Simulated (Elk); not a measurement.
**CsMnS2: a ladder in the number of empty states**

One start of CsMnS2 is run at each rung of the number of empty states.

Main program and level: Elk 11.2.3 (patched build); LDA (Perdew-Wang); all-electron APW+lo, Dirac cores, scalar-relativistic bands.

This is a report of a sequence of runs, with most program output left out.

## 1. The starting structure

Symmetry: I-4m2, No. 119, tetragonal system. Conventional cell: a = 4.189 Å, b = 4.189 Å, c = 14.641 Å, α = 90.00°, β = 90.00°, γ = 90.00°. Cs has 8 S at 3.71 Å nearest. Nearest to Mn lie 4 S at 2.53 Å. Nearest to S lie 2 Mn at 2.53 Å and 4 Cs at 3.71 Å. invented: RbMnSe2 (I-4m2) with S for Se, Cs for Rb. Farther neighbours and most contacts between anions are not listed.

The cell is a made-up one and need not be a known phase.

## 2. Rung 1 (2 empty states an atom), start ferro +

Spin-polarised states are expanded in the spinless ones, so the number of empty states is a basis size that must be tested.

Moments are seeded by fields in the spheres (the last three columns under atoms), set against the wanted direction and reduced each loop.

Contents of elk.in:

```
tasks
  0

xctype
  3

rgkmax
  7.0

nempty
  2

swidth
  0.005

reducebf
  0.6

epsengy
  1e-05

maxscl
  100

lmaxi
  2

spinpol
  .true.

sppath
  './'

avec
  -3.95770633514 3.95770633514 13.83398953917
  3.95770633514 -3.95770633514 13.83398953917
  3.95770633514 3.95770633514 -13.83398953917

atoms
  3
  'Cs.in'
  1
  0.0000000000 0.0000000000 0.0000000000   0.000000 0.000000 0.000000
  'Mn.in'
  1
  0.2500000000 0.7500000000 0.5000000000   0.000000 0.000000 -0.450000
  'S.in'
  2
  0.6525790000 0.6525790000 0.0000000000   0.000000 0.000000 0.000000
  0.3474210000 0.3474210000 0.0000000000   0.000000 0.000000 0.000000

ngridk
  6 6 6
```

The run is started by

```bash
$ OMP_NUM_THREADS=4 elk
```

Run time: 56 s. Hardware: 4 threads of AMD EPYC 7R32 (Zen 2), shared host; peak memory 0.29 GiB; 3.1 min of CPU time.

Spin moment in the muffin-tin sphere by atom:

```csv
atom,spin moment in the muffin-tin sphere (μB)
Cs1,0.00
Mn2,3.84
S3,-0.05
S4,-0.05
```

This step gave:

- magnetization: 4.011 μB
- final state: ferromagnetic

After 18 cycles the largest moment stands at 3.84 μB.

## 3. Rung 2 (4 empty states an atom), start ferro +

Changes to elk.in since step 2:

```diff
@@ -10,3 +10,3 @@
 nempty
-  2
+  4
```

The run is started by

```bash
$ OMP_NUM_THREADS=4 elk
```

Wall time 60 s (4 threads); peak memory 0.29 GiB.

Spin moment in the muffin-tin sphere by atom:

| atom | spin moment in the muffin-tin sphere (μB) |
| --- | --- |
| Cs1 | 0.00 |
| Mn2 | 3.90 |
| S3 | -0.08 |
| S4 | -0.08 |

Read from the output:

```yaml
magnetization: 4.010 μB
final_state: ferromagnetic
```

The largest moment moves by +0.06 μB from rung 1, at 1.1 times its CPU time.

## 4. Rung 3 (8 empty states an atom), start ferro +

Changes to elk.in since step 3:

```diff
@@ -10,3 +10,3 @@
 nempty
-  4
+  8
```

The run is started by

```bash
$ OMP_NUM_THREADS=4 elk
```

The job ended after 73 s (4 threads; peak memory 0.32 GiB).

Numbers from this step:

- magnetization: 4.009 μB
- final state: ferromagnetic
- largest moment: 3.946 μB

The largest moment moves by +0.04 μB from rung 2, at 1.2 times its CPU time.

## 5. Rung 4 (16 empty states an atom), start ferro +

Changes to elk.in since step 4:

```diff
@@ -10,3 +10,3 @@
 nempty
-  8
+  16
```

The run is started by

```bash
$ OMP_NUM_THREADS=4 elk
```

Wall time 94 s (4 threads); peak memory 0.33 GiB; 5.5 min of CPU time.

Read from the output:

| Quantity | Value |
| --- | --- |
| magnetization | 4.009 μB |
| final state | ferromagnetic |
| largest moment | 3.972 μB |

The largest moment moves by +0.03 μB from rung 3, at 1.3 times its CPU time.

## 6. Rung 5 (30 empty states an atom), start ferro +

Changes to elk.in since step 5:

```diff
@@ -10,3 +10,3 @@
 nempty
-  16
+  30
```

The run is started by

```bash
$ OMP_NUM_THREADS=4 elk
```

The job ended after 2.4 min (4 threads; peak memory 0.51 GiB).

Read from the output:

* magnetization: 4.008 μB
* final state: ferromagnetic
* largest moment: 3.976 μB

The largest moment is that of rung 4, at 1.6 times its CPU time.

## 7. The rungs together

Ladder, by row:

```csv
rung,empty states an atom,state from the first start,"moment, first (μB)",CPU time (s)
1,2,ferromagnetic,3.841,188.7
2,4,ferromagnetic,3.901,201.8
3,8,ferromagnetic,3.946,248.6
4,16,ferromagnetic,3.972,331.6
5,30,ferromagnetic,3.976,526.1
```

## 8. Results

- range of the moment in the table, first start: 3.84 to 3.98 μB
- range of CPU time: 3.1 min to 8.8 min
- first rung from which all stay within 0.03 μB of the last: 4

**Reading.** From rung 4 on the result stays within 0.0046 μB of the last rung, inside the margin of 0.03 μB set for it, at 63 % of the last rung's cost. Only the parallel start was run, so no other order was compared.

[Logs and program files are shortened in this print: banners, set-up blocks, solver, clock and traceback lines can be left out without a mark of their own.]

[Logs are printed without paths, hosts, clocks, repeated set-up lines and the standing remarks that a program may print on its own settings, such as how far it seeks lower states.]

[Hosts, paths, dates, database ids (printed as entryN), source tags and the programs' standing remarks are cut or masked in the printed files.]

[Where a cell is said to come from a database of computed structures, the database is the Materials Project.]
